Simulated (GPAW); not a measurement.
**Screening of a field by Li/Pd(100)**

Aim: the dipole that a field along the normal induces in Li/Pd(100).

Main program and level: GPAW 26.7.0; GPAW, PAW setups; slab in vacuum, relaxation, in the first sound run; inputs show where later runs differ.

Report form: the programs' logs are mostly left out.

**1. The structure**

The cell holds 5 atoms: 4 Pd and 1 Li. Its edges and angles: a = 2.751 Å, b = 2.751 Å, c = 22.278 Å, α = 90.0°, β = 90.0°, γ = 90.0°. Vacuum lies along c.

**2. Relaxing the atoms**

The atoms are relaxed first, since the surface dipole, and with it the work function, follows the positions of the outer layers. The lowest 2 atoms are held at bulk positions and keep their forces.

File run.py:

```python
import json
import numpy as np
from ase import Atoms
from ase.constraints import FixAtoms
from ase.optimize import BFGS
from gpaw import GPAW, PW

slab = Atoms(
    ['Pd', 'Pd', 'Pd', 'Pd', 'Li'],
    positions=[
        [1.37532, 1.37532, 7.00000],
        [0.00000, 0.00000, 8.94500],
        [1.37532, 1.37532, 10.89000],
        [0.00000, 0.00000, 12.83500],
        [1.37532, 0.00000, 15.27797]],
    cell=[[2.75065, 0.0, 0.0], [0.0, 2.75065, 0.0], [0.0, 0.0, 22.27797]],
    pbc=[True, True, False])

slab.calc = GPAW(mode=PW(400), xc='PBE', kpts={'size': (11, 11, 1), 'gamma': True},
                 occupations={'name': 'fermi-dirac', 'width': 0.1}, nbands='300%',
                 convergence={'density': 1e-05}, maxiter=200,
                 poissonsolver={'dipolelayer': 'xy'},
                 symmetry={'tolerance': 1e-3, 'extra_ids': [1, 1, 0, 0, 0]}, txt='slab.txt')
result = {}
slab.set_constraint(FixAtoms([0, 1]))
path = []
opt = BFGS(slab, maxstep=0.2)
opt.attach(lambda: path.append((slab.get_potential_energy(), slab.positions.tolist(), slab.get_forces().tolist())))
result['relaxed'] = bool(opt.run(fmax=0.03, steps=40))
result['path'] = path
energy = slab.get_potential_energy()
fermi = slab.calc.get_fermi_level()
v = slab.calc.get_electrostatic_potential().mean((0, 1)) - fermi
n = slab.calc.get_pseudo_density().mean((0, 1))
L = slab.cell[2, 2]
z = np.arange(len(v)) * L / len(v)
low, high = slab.positions[:, 2].min(), slab.positions[:, 2].max()
below, above = np.interp([low - 4.8, high + 4.8], z, v)
slopes = [np.interp(x, z, np.gradient(v, z)) for x in (low - 4.8, high + 4.8)]
eps = np.array([[slab.calc.get_eigenvalues(k, s) for k in range(len(slab.calc.get_ibz_k_points()))]
                for s in range(slab.calc.get_number_of_spins())]) - fermi
top, bottom = eps[eps < 0].max(), eps[eps > 0].min()
dipole = slab.get_dipole_moment()[2]
print(f'energy {energy:.4f} eV, Fermi level {fermi:.4f} eV, dipole {dipole:.5f} e A')
print(f'potential 4.8 A off the faces, from the Fermi level: lower {below:.4f} eV, upper {above:.4f} eV')
print(f'slope of the potential there: lower {slopes[0]:.5f}, upper {slopes[1]:.5f} eV/A')
print(f'nearest levels on the mesh: {top:.4f} and {bottom:.4f} eV')
print('magnetic moment', round(slab.get_magnetic_moment(), 3))
result.update(energy=energy, fermi=fermi, dipole=dipole, below=below, above=above, slopes=slopes, edges=[top, bottom],
              z=z.tolist(), v=v.tolist(), n=n.tolist(), positions=slab.positions.tolist(),
              forces=slab.get_forces(apply_constraint=False).tolist(), moments=slab.get_magnetic_moments().tolist())
json.dump(result, open('result.json', 'w'))
```

The run is started by

```sh
$ OMP_NUM_THREADS=1 OPENBLAS_NUM_THREADS=1 python run.py
```

Elapsed: 72 min, on 1 thread of Arm Neoverse V1, shared host; peak memory 0.36 GiB.

Relaxation path:

| step | energy less that of the first step (eV) | largest force (eV/Å) |
| --- | --- | --- |
| 1 | 0.0000 | 0.9875 |
| 2 | -0.0199 | 0.9075 |
| 3 | -0.1701 | 0.6102 |
| 4 | -0.1755 | 0.5343 |
| 5 | -0.1971 | 0.0828 |
| 6 | -0.1976 | 0.0513 |
| 7 | -0.1977 | 0.0464 |
| 8 | -0.1986 | 0.0511 |
| 9 | -0.1995 | 0.0549 |
| 10 | -0.2000 | 0.0336 |
| 11 | -0.2001 | 0.0077 |

The atoms that moved most (Å):

| atom | dx | dy | dz | length |
| --- | --- | --- | --- | --- |
| Li5 | 0.000 | 0.000 | -0.248 | 0.248 |
| Pd4 | 0.000 | 0.000 | 0.162 | 0.162 |
| Pd3 | 0.000 | 0.000 | 0.079 | 0.079 |

Final coordinates:

```
Pd Li
1.0
     2.75065    0.00000    0.00000
     0.00000    2.75065    0.00000
     0.00000    0.00000   22.27797
Pd Li
4 1
Direct
  0.50000 0.50000 0.31421
  0.00000 0.00000 0.40152
  0.50000 0.50000 0.49237
  0.00000 0.00000 0.58341
  0.50000 0.00000 0.67465
```

This step gave:

```yaml
dipole_along_the_normal: 0.07301 e·Å
levels_nearest_the_fermi_level_on_the_mesh: -0.001807, 0.004969 eV from the Fermi level
upper_work_function: 3.342 eV
lower_work_function: 5.089 eV
```

The electrostatic potential energy of an electron (without an applied field's), less the Fermi level, planar mean by z:

| z (Å) | electrostatic potential energy of an electron (without an applied field's), less the Fermi level, planar mean (eV) |
| --- | --- |
| 0.0 | 4.22 |
| 0.5 | 5.09 |
| 1.0 | 5.09 |
| 1.5 | 5.09 |
| 2.0 | 5.09 |
| 2.5 | 5.09 |
| 3.0 | 5.09 |
| 3.5 | 5.08 |
| 4.0 | 5.07 |
| 4.5 | 5.03 |
| 5.0 | 4.87 |
| 5.5 | 4.26 |
| 6.0 | 1.79 |
| 6.5 | -7.71 |
| 7.0 | -19.3 |
| 7.5 | -7.99 |
| 8.0 | -1.16 |
| 8.5 | -9.80 |
| 9.0 | -19.2 |
| 9.5 | -6.63 |
| 10.0 | -0.600 |
| 10.5 | -8.98 |
| 11.0 | -19.2 |
| 11.5 | -7.28 |
| 12.0 | -0.486 |
| 12.5 | -8.04 |
| 13.0 | -19.1 |
| 13.5 | -7.75 |
| 14.0 | 0.786 |
| 14.5 | -0.181 |
| 15.0 | -3.65 |
| 15.5 | -1.86 |
| 16.0 | 0.739 |
| 16.5 | 2.15 |
| 17.0 | 2.84 |
| 17.5 | 3.14 |
| 18.0 | 3.26 |
| 18.5 | 3.31 |
| 19.0 | 3.33 |
| 19.5 | 3.34 |
| 20.0 | 3.34 |
| 20.5 | 3.34 |
| 21.0 | 3.34 |
| 21.5 | 3.34 |
| 22.0 | 3.57 |

The pseudo valence density, planar mean oscillates, so the rows of the table below give means over windows of 1.91 Å about each position, cut where the curve ends. Its maxima inside the range that stand out by 2 % of the span (Å: e/Å³): 7.0: 2.40, 8.9: 2.40, 11.0: 2.35, 12.9: 2.37. Its minima: 8.1: 0.362, 10.0: 0.314, 11.9: 0.320.

Table of pseudo valence density, planar mean by z; means over each step:

| z (Å) | pseudo valence density, planar mean (e/Å³) |
| --- | --- |
| 2.86 | 7.6e-5 |
| 4.77 | 0.0125 |
| 6.68 | 1.02 |
| 8.59 | 1.09 |
| 10.50 | 1.07 |
| 12.41 | 1.04 |
| 14.32 | 0.234 |
| 16.23 | 0.0232 |
| 18.14 | 0.00184 |
| 20.05 | 5.4e-5 |

The relaxation lowered the energy of the cell by 0.200 eV (energies extrapolated to zero smearing; the optimiser's log prints free energies). The largest force left on a free atom is 0.0077 eV/Å.

**3. Plane waves, PBE**

The work function is the vacuum plateau of the electrostatic potential less the Fermi level; a dipole layer lets the two faces have plateaus of their own.

This step: GPAW, PAW setups; slab in vacuum (GPAW 26.7.0).

Edit run.py of step 2 so:

```diff
@@ -3,4 +3,2 @@
 from ase import Atoms
-from ase.constraints import FixAtoms
-from ase.optimize import BFGS
 from gpaw import GPAW, PW
@@ -12,5 +10,5 @@
         [0.00000, 0.00000, 8.94500],
-        [1.37532, 1.37532, 10.89000],
-        [0.00000, 0.00000, 12.83500],
-        [1.37532, 0.00000, 15.27797]],
+        [1.37532, 1.37532, 10.96898],
+        [-0.00000, 0.00000, 12.99712],
+        [1.37532, -0.00000, 15.02977]],
     cell=[[2.75065, 0.0, 0.0], [0.0, 2.75065, 0.0], [0.0, 0.0, 22.27797]],
@@ -22,10 +20,4 @@
                  poissonsolver={'dipolelayer': 'xy'},
-                 symmetry={'tolerance': 1e-3, 'extra_ids': [1, 1, 0, 0, 0]}, txt='slab.txt')
+                 symmetry={'tolerance': 1e-3}, txt='slab.txt')
 result = {}
-slab.set_constraint(FixAtoms([0, 1]))
-path = []
-opt = BFGS(slab, maxstep=0.2)
-opt.attach(lambda: path.append((slab.get_potential_energy(), slab.positions.tolist(), slab.get_forces().tolist())))
-result['relaxed'] = bool(opt.run(fmax=0.03, steps=40))
-result['path'] = path
 energy = slab.get_potential_energy()
```

It took 7.5 min on 1 thread; peak memory 0.36 GiB.

This step gave:

```
dipole along the normal                    : 0.07296 e·Å
levels nearest the Fermi level on the mesh : -0.001758, 0.004901 eV from the Fermi level
```

The electrostatic potential energy of an electron (without an applied field's), less the Fermi level, planar mean oscillates, so the rows of the table below give means over windows of 2.07 Å about each position, cut where the curve ends. Its maxima inside the range that stand out by 2 % of the span (Å: eV): 1.6: 5.09, 8.0: -1.04, 10.0: -0.494, 12.0: -0.449, 14.1: 1.15. Its minima: 7.0: -19.3, 8.9: -19.4, 10.9: -19.3, 13.0: -19.1, 15.1: -3.80.

Electrostatic potential energy of an electron (without an applied field's), less the Fermi level, planar mean against z; means over each step:

| z (Å) | electrostatic potential energy of an electron (without an applied field's), less the Fermi level, planar mean (eV) |
| --- | --- |
| 1.03 | 5.01 |
| 3.10 | 5.08 |
| 5.17 | 4.05 |
| 7.24 | -8.76 |
| 9.31 | -8.87 |
| 11.38 | -8.83 |
| 13.45 | -7.80 |
| 15.52 | -0.940 |
| 17.59 | 3.05 |
| 19.66 | 3.34 |
| 21.73 | 3.40 |

The pseudo valence density, planar mean oscillates, so the rows of the table below give means over windows of 1.91 Å about each position, cut where the curve ends. Its maxima inside the range that stand out by 2 % of the span (Å: e/Å³): 7.0: 2.40, 8.9: 2.40, 11.0: 2.35, 12.9: 2.37. Its minima: 8.1: 0.362, 10.0: 0.314, 11.9: 0.320.

Table of pseudo valence density, planar mean by z; means over each step:

| z (Å) | pseudo valence density, planar mean (e/Å³) |
| --- | --- |
| 2.86 | 7.6e-5 |
| 4.77 | 0.0125 |
| 6.68 | 1.02 |
| 8.59 | 1.09 |
| 10.50 | 1.07 |
| 12.41 | 1.04 |
| 14.32 | 0.234 |
| 16.23 | 0.0232 |
| 18.14 | 0.00184 |
| 20.05 | 5.4e-5 |

Force by atom:

| atom | x (eV/Å) | y (eV/Å) | z (eV/Å) | size |
| --- | --- | --- | --- | --- |
| Pd1 | 0.000 | 0.000 | -0.192 | 0.192 |
| Pd2 | 0.000 | 0.000 | 0.192 | 0.192 |
| Pd3 | 0.000 | 0.000 | -0.006 | 0.006 |
| Pd4 | 0.000 | 0.000 | -0.002 | 0.002 |
| Li5 | 0.000 | 0.000 | 0.008 | 0.008 |

The potential is flat to 0.004 eV/Å where it is read, so the vacuum is wide enough.

**4. Field on**

A uniform field along the normal polarises the slab; the atoms stay fixed, so this is the electronic response alone.

Edit run.py of step 3 so:

```diff
@@ -4,2 +4,3 @@
 from gpaw import GPAW, PW
+from gpaw.external import ConstantElectricField
 
@@ -20,2 +21,3 @@
                  poissonsolver={'dipolelayer': 'xy'},
+                 external=ConstantElectricField(-0.2, [0, 0, 1]),
                  symmetry={'tolerance': 1e-3}, txt='slab.txt')
```

Run time: 22 min. Hardware: 1 thread; peak memory 0.52 GiB.

Numbers from this step:

```
dipole along the normal                                         : -0.02703 e·Å
levels nearest the Fermi level on the mesh                      : -0.001372, 0.005845 eV from the Fermi level
potential below the slab, the applied field's own ramp left out : 3.956 eV from the Fermi level
potential above the slab, the applied field's own ramp left out : 4.598 eV from the Fermi level
```

The electrostatic potential energy of an electron (without an applied field's), less the Fermi level, planar mean oscillates, so the rows of the table below give means over windows of 2.02 Å about each position, cut where the curve ends. Its maxima inside the range that stand out by 2 % of the span (Å: eV): 8.0: -1.68, 10.0: -0.728, 12.0: -0.280, 14.2: 1.75. Its minima: 7.0: -20.1, 8.9: -19.8, 10.9: -19.4, 13.0: -18.8, 15.1: -3.00.

Table of electrostatic potential energy of an electron (without an applied field's), less the Fermi level, planar mean by z; means over each step:

| z (Å) | electrostatic potential energy of an electron (without an applied field's), less the Fermi level, planar mean (eV) |
| --- | --- |
| 1.01 | 3.99 |
| 3.03 | 3.95 |
| 5.05 | 3.29 |
| 7.07 | -9.52 |
| 9.09 | -9.41 |
| 11.11 | -8.96 |
| 13.13 | -8.17 |
| 15.15 | -0.384 |
| 17.17 | 3.92 |
| 19.19 | 4.58 |
| 21.21 | 4.59 |

Force by atom:

| atom | x (eV/Å) | y (eV/Å) | z (eV/Å) | size |
| --- | --- | --- | --- | --- |
| Pd1 | 0.000 | 0.000 | -0.192 | 0.192 |
| Pd2 | 0.000 | 0.000 | 0.193 | 0.193 |
| Pd3 | 0.000 | 0.000 | -0.006 | 0.006 |
| Pd4 | 0.000 | 0.000 | -0.012 | 0.012 |
| Li5 | 0.000 | 0.000 | 0.016 | 0.016 |

The dipole is now -0.0270 e Å, against 0.073 in the run without a field.

**5. In a field**

Edit run.py of step 4 so:

```diff
@@ -21,3 +21,3 @@
                  poissonsolver={'dipolelayer': 'xy'},
-                 external=ConstantElectricField(-0.2, [0, 0, 1]),
+                 external=ConstantElectricField(-0.1, [0, 0, 1]),
                  symmetry={'tolerance': 1e-3}, txt='slab.txt')
```

Elapsed: 18 min, on 1 thread; peak memory 0.52 GiB.

Numbers from this step:

```yaml
dipole_along_the_normal: 0.02303 e·Å
levels_nearest_the_fermi_level_on_the_mesh: -0.001810, 0.005805 eV from the Fermi level
potential_below_the_slab_the_applied_field_s_own_ramp_left_out: 4.521 eV from the Fermi level
potential_above_the_slab_the_applied_field_s_own_ramp_left_out: 3.967 eV from the Fermi level
```

The electrostatic potential energy of an electron (without an applied field's), less the Fermi level, planar mean oscillates, so the rows of the table below give means over windows of 2.02 Å about each position, cut where the curve ends. Its maxima inside the range that stand out by 2 % of the span (Å: eV): 8.0: -1.36, 10.0: -0.611, 12.0: -0.364, 14.2: 1.45. Its minima: 7.0: -19.7, 8.9: -19.6, 10.9: -19.4, 13.0: -18.9, 15.1: -3.40.

The electrostatic potential energy of an electron (without an applied field's), less the Fermi level, planar mean by z; means over each step:

| z (Å) | electrostatic potential energy of an electron (without an applied field's), less the Fermi level, planar mean (eV) |
| --- | --- |
| 1.01 | 4.50 |
| 3.03 | 4.52 |
| 5.05 | 3.84 |
| 7.07 | -9.12 |
| 9.09 | -9.21 |
| 11.11 | -8.95 |
| 13.13 | -8.37 |
| 15.15 | -0.791 |
| 17.17 | 3.34 |
| 19.19 | 3.95 |
| 21.21 | 3.98 |

Force by atom:

| atom | x (eV/Å) | y (eV/Å) | z (eV/Å) | size |
| --- | --- | --- | --- | --- |
| Pd1 | 0.000 | 0.000 | -0.190 | 0.190 |
| Pd2 | 0.000 | 0.000 | 0.195 | 0.195 |
| Pd3 | 0.000 | 0.000 | -0.004 | 0.004 |
| Pd4 | 0.000 | 0.000 | -0.007 | 0.007 |
| Li5 | 0.000 | 0.000 | 0.012 | 0.012 |

The dipole is now 0.0230 e Å, against 0.073 in the run without a field.

**6. Field on**

Edit run.py of step 5 so:

```diff
@@ -21,3 +21,3 @@
                  poissonsolver={'dipolelayer': 'xy'},
-                 external=ConstantElectricField(-0.1, [0, 0, 1]),
+                 external=ConstantElectricField(-0.05, [0, 0, 1]),
                  symmetry={'tolerance': 1e-3}, txt='slab.txt')
```

The job ended after 18 min (1 thread; peak memory 0.53 GiB).

**7. Field on**

Edit run.py of step 6 so:

```diff
@@ -21,3 +21,3 @@
                  poissonsolver={'dipolelayer': 'xy'},
-                 external=ConstantElectricField(-0.05, [0, 0, 1]),
+                 external=ConstantElectricField(0.05, [0, 0, 1]),
                  symmetry={'tolerance': 1e-3}, txt='slab.txt')
```

The job ended after 18 min (1 thread; peak memory 0.52 GiB).

**8. Field on**

Edit run.py of step 7 so:

```diff
@@ -21,3 +21,3 @@
                  poissonsolver={'dipolelayer': 'xy'},
-                 external=ConstantElectricField(0.05, [0, 0, 1]),
+                 external=ConstantElectricField(0.1, [0, 0, 1]),
                  symmetry={'tolerance': 1e-3}, txt='slab.txt')
```

Wall time 16 min (1 thread); peak memory 0.53 GiB.

The electrostatic potential energy of an electron (without an applied field's), less the Fermi level, planar mean oscillates, so the rows of the table below give means over windows of 2.07 Å about each position, cut where the curve ends. Its maxima inside the range that stand out by 2 % of the span (Å: eV): 1.6: 5.66, 8.0: -0.724, 10.0: -0.377, 12.0: -0.534, 14.1: 0.848. Its minima: 7.0: -18.9, 8.9: -19.2, 10.9: -19.3, 13.0: -19.3, 15.1: -4.19.

The electrostatic potential energy of an electron (without an applied field's), less the Fermi level, planar mean by z; means over each step:

z (Å), electrostatic potential energy of an electron (without an applied field's), less the Fermi level, planar mean (eV) and a bar from the least value:
```
     1.03        5.5 ##############################
     3.10        5.7 ##############################
     5.17        4.6 ############################
     7.24       -8.4 #
     9.31       -8.7 
    11.38       -8.9 
    13.45       -8.0 ##
    15.52       -1.4 ###############
    17.59        2.5 #######################
    19.66        2.7 ########################
    21.73        2.8 ########################
```

The dipole is now 0.123 e Å, against 0.073 in the run without a field.

**9. Field on**

Edit run.py of step 8 so:

```diff
@@ -21,3 +21,3 @@
                  poissonsolver={'dipolelayer': 'xy'},
-                 external=ConstantElectricField(0.1, [0, 0, 1]),
+                 external=ConstantElectricField(0.2, [0, 0, 1]),
                  symmetry={'tolerance': 1e-3}, txt='slab.txt')
```

It took 16 min on 1 thread; peak memory 0.53 GiB.

[end of part 1 of 2]

[Logs are printed without paths, hosts, clocks, repeated set-up lines and the standing remarks that a program may print on its own settings, such as how far it seeks lower states.]

[Hosts, paths, dates, database ids (printed as entryN), source tags and the programs' standing remarks are cut or masked in the printed files.]
